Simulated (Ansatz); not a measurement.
**Twisted blue phosphorene bilayer, 13.17 deg: how far the plane-wave cutoff must go**

Aim: find how far the plane-wave cutoff can be loosened while the forces stay near those of the strictest setting.

Calculated with Ansatz 0.2.0; Kohn-Sham DFT, PBE+D4, PAW set soft_1, plane waves.

## Step 1: Starting point

The cell holds 76 atoms: 76 P. Its edges and angles: a = 14.297 Å, b = 14.297 Å, c = 17.960 Å, α = 90.0°, β = 90.0°, γ = 120.0°. Blue phosphorene (a = 3.28 A) under blue phosphorene (a = 3.28 A), bilayer, commensurate cell of 19 unit cells a layer, twist 13.17 deg; facing planes 3.48 A apart; 12 A of vacuum; layers not relaxed, displaced by a Gaussian of 0.01 A. Regions: layer 1, 38 atoms (38 P); layer 2, 38 atoms (38 P). Vacuum lies along c.

## Step 2: Running it

ASE makes the structure inside the script; the seeds are typed, so the same atoms come back each time. The 3×3×1 mesh is chosen so that along the periodic directions points times cell width come to 37.1 Å or more. A smearing of 0.05 eV is typed, for levels that come near the Fermi level; it changes nothing where a wide gap is open. A dispersion term (D4) is added because semilocal functionals miss the attraction between layers or molecules. The PAW files are read from a folder beside the script (Ansatz's set soft_1), and the density starts from superposed atoms. The highest cutoff serves as the reference; forces are the test that matters for later relaxations, while absolute energies converge more slowly and partly cancel in differences.

test_settings.py

```python
import time
import numpy as np
from ase import Atoms
from ase.build import make_supercell
import ansatz as az

u1 = Atoms(['P', 'P'], cell=[3.28, 3.28, 1, 90, 90, 120], pbc=True,
          scaled_positions=[[1/3, 2/3, 0.62], [2/3, 1/3, -0.62]])  # z in A
cell = [14.2972, 14.2972, 120]  # common in-plane cell: a, b, gamma
layers = [(u1, [[5, 2], [-2, 3]], [0, 0], 1),
          (u1, [[5, 3], [-3, 2]], [0, 0], 1)]
gaps = [3.48, 12]
atoms, top = Atoms(), 0.0
for k, (u, M, shift, flip) in enumerate(layers):
    s = make_supercell(u, [M[0] + [0], M[1] + [0], [0, 0, 1]], wrap=False)
    z = flip * s.positions[:, 2]; f = s.get_scaled_positions(wrap=False)
    s.set_cell([cell[0], cell[1], 1, 90, 90, cell[2]]); s.set_scaled_positions(np.c_[f[:, :2] + shift, z - z.min() + top]); s.set_tags(k)
    top = s.positions[:, 2].max() + gaps[k]; atoms += s
atoms.set_cell([cell[0], cell[1], top, 90, 90, cell[2]]); atoms.pbc = True
atoms.center(axis=2)
atoms.rattle(0.01, seed=70374)
atoms.wrap()
print(f"{len(atoms)} atoms ({atoms.get_chemical_formula()}), volume {atoms.get_volume():.1f} A^3")

base = (
    az.Crystal.from_ase(atoms)
    .calculation()
    .functional("pbe", dispersion="d4")
    .pseudopotentials("paw", azcp={"folder": "./paw"}, xc_functional="pbe")
    .kpoints(3, 3, 1)
    .occupations("gaussian", width=0.05)
    .forces()
    .band_table()
)

def gap_of(report):
    e = np.concatenate(report["eigenvalues_ev"]); f = np.concatenate(report["occupations"])
    f = f / f.max()  # a half-filled level counts on both sides, so the gap is then zero
    return e[f > 0.3].max(), e[f < 0.7].min()

rows = []
for cutoff in [180, 260, 340, 420, 550]:
    start = time.time()
    try:
        r = base.basis(cutoff).run(threads=4).report
    except az.AnsatzError as error:
        print(cutoff, 'failed:', str(error)[:110])
        continue
    homo, lumo = gap_of(r)
    rows.append((cutoff, r['free_energy_ev'] / len(atoms), np.array(r['forces_ev_ang']), max(lumo - homo, 0), np.nan, r['n_iterations'], time.time() - start))
    print(cutoff, f"F = {r['free_energy_ev']:.4f} eV, {r['n_iterations']} iterations, {time.time() - start:.0f} s", flush=True)

ref = rows[-1]
scale = np.sqrt(np.mean(ref[2] ** 2))
print(f"r.m.s. force of the reference: {scale:.3f} eV/A")
print("  cutoff  dE (meV/atom)  dF rms (meV/A)  dF (%)  gap (eV)  iter  time (s)")
for name, e, f, gap, p, n, t in rows:
    df = np.sqrt(np.mean((f - ref[2]) ** 2))
    print(f"{str(name):>8s} {1000 * (e - ref[1]):14.2f} {1000 * df:15.2f} {100 * df / scale:7.2f} {gap:9.3f} {n:5d} {t:9.1f}")
```

Run with:

```sh
$ python test_settings.py
```

Log:

```text
76 atoms (P76), volume 3179.4 A^3
DeckWarning: basis.ecutwfc = 180 eV is below the records' recommended 420 eV, and the density's cutoff is lower with it unless basis.ecutrho_ratio is high enough to keep the records' density cutoff: compare with a run at a higher cutoff
180 F = -57404.4446 eV, 12 iterations, 75 s
DeckWarning: basis.ecutwfc = 260 eV is below the records' recommended 420 eV, and the density's cutoff is lower with it unless basis.ecutrho_ratio is high enough to keep the records' density cutoff: compare with a run at a higher cutoff
260 F = -57444.8166 eV, 11 iterations, 114 s
DeckWarning: basis.ecutwfc = 340 eV is below the records' recommended 420 eV, and the density's cutoff is lower with it unless basis.ecutrho_ratio is high enough to keep the records' density cutoff: compare with a run at a higher cutoff
340 F = -57450.3641 eV, 11 iterations, 194 s
RunWarning: concurrent solve slots capped 4 → 3: at 4 slots the entry's largest phase would hold 14.74 GiB against the 13.95 GiB of host memory that it is priced against; at 3 slots it would hold 11.93 GiB (results are unchanged, but for whatever memory decides [...]
420 F = -57450.6921 eV, 11 iterations, 256 s
RunWarning: concurrent solve slots capped 4 → 1: at 4 slots the entry's largest phase would hold 21.31 GiB against the 13.95 GiB of host memory that it is priced against; at 1 slot it would hold 9.30 GiB; 2 slots would fit too [...]
550 F = -57450.7069 eV, 11 iterations, 342 s
r.m.s. force of the reference: 0.123 eV/A
  cutoff  dE (meV/atom)  dF rms (meV/A)  dF (%)  gap (eV)  iter  time (s)
     180         608.71           55.14   44.69     1.366    12      74.5
     260          77.50           14.04   11.38     1.310    11     114.2
     340           4.51            0.61    0.49     1.300    11     194.4
     420           0.20            0.05    0.04     1.298    11     256.4
     550           0.00            0.00    0.00     1.298    11     341.6
```

Elapsed: 16 min, on 4 threads of Arm Neoverse V1, shared host; peak memory 11 GiB.

## Step 3: Summary of results

```
reference run                           : 550, 5.7 min
r.m.s. force component of the reference : 0.123 eV/Å
largest r.m.s. force difference         : 55.1 meV/Å (180)
smallest r.m.s. force difference        : 0.0457 meV/Å (420)
energy differences                      : 0.195 to 609 meV/atom
gap on the mesh                         : 1.30 eV (420) to 1.37 eV (180)
```

The cheapest setting whose forces lie within 1 % of the reference is 340 eV, at 0.57 times the reference's time. Local and semilocal functionals put gaps too low. Notices that the program raised in these runs, those on memory apart: cutoff below recommended.

[Logs are printed without paths, hosts, clocks, repeated set-up lines and the standing remarks that a program may print on its own settings, such as how far it seeks lower states.]

[Hosts, paths, dates, database ids (printed as entryN), source tags and the programs' standing remarks are cut or masked in the printed files.]

[Scripts of this kind were picked in part by their result: those with far moves, changed bonds, near-zero gaps or large misses at database cells are mostly left out.]
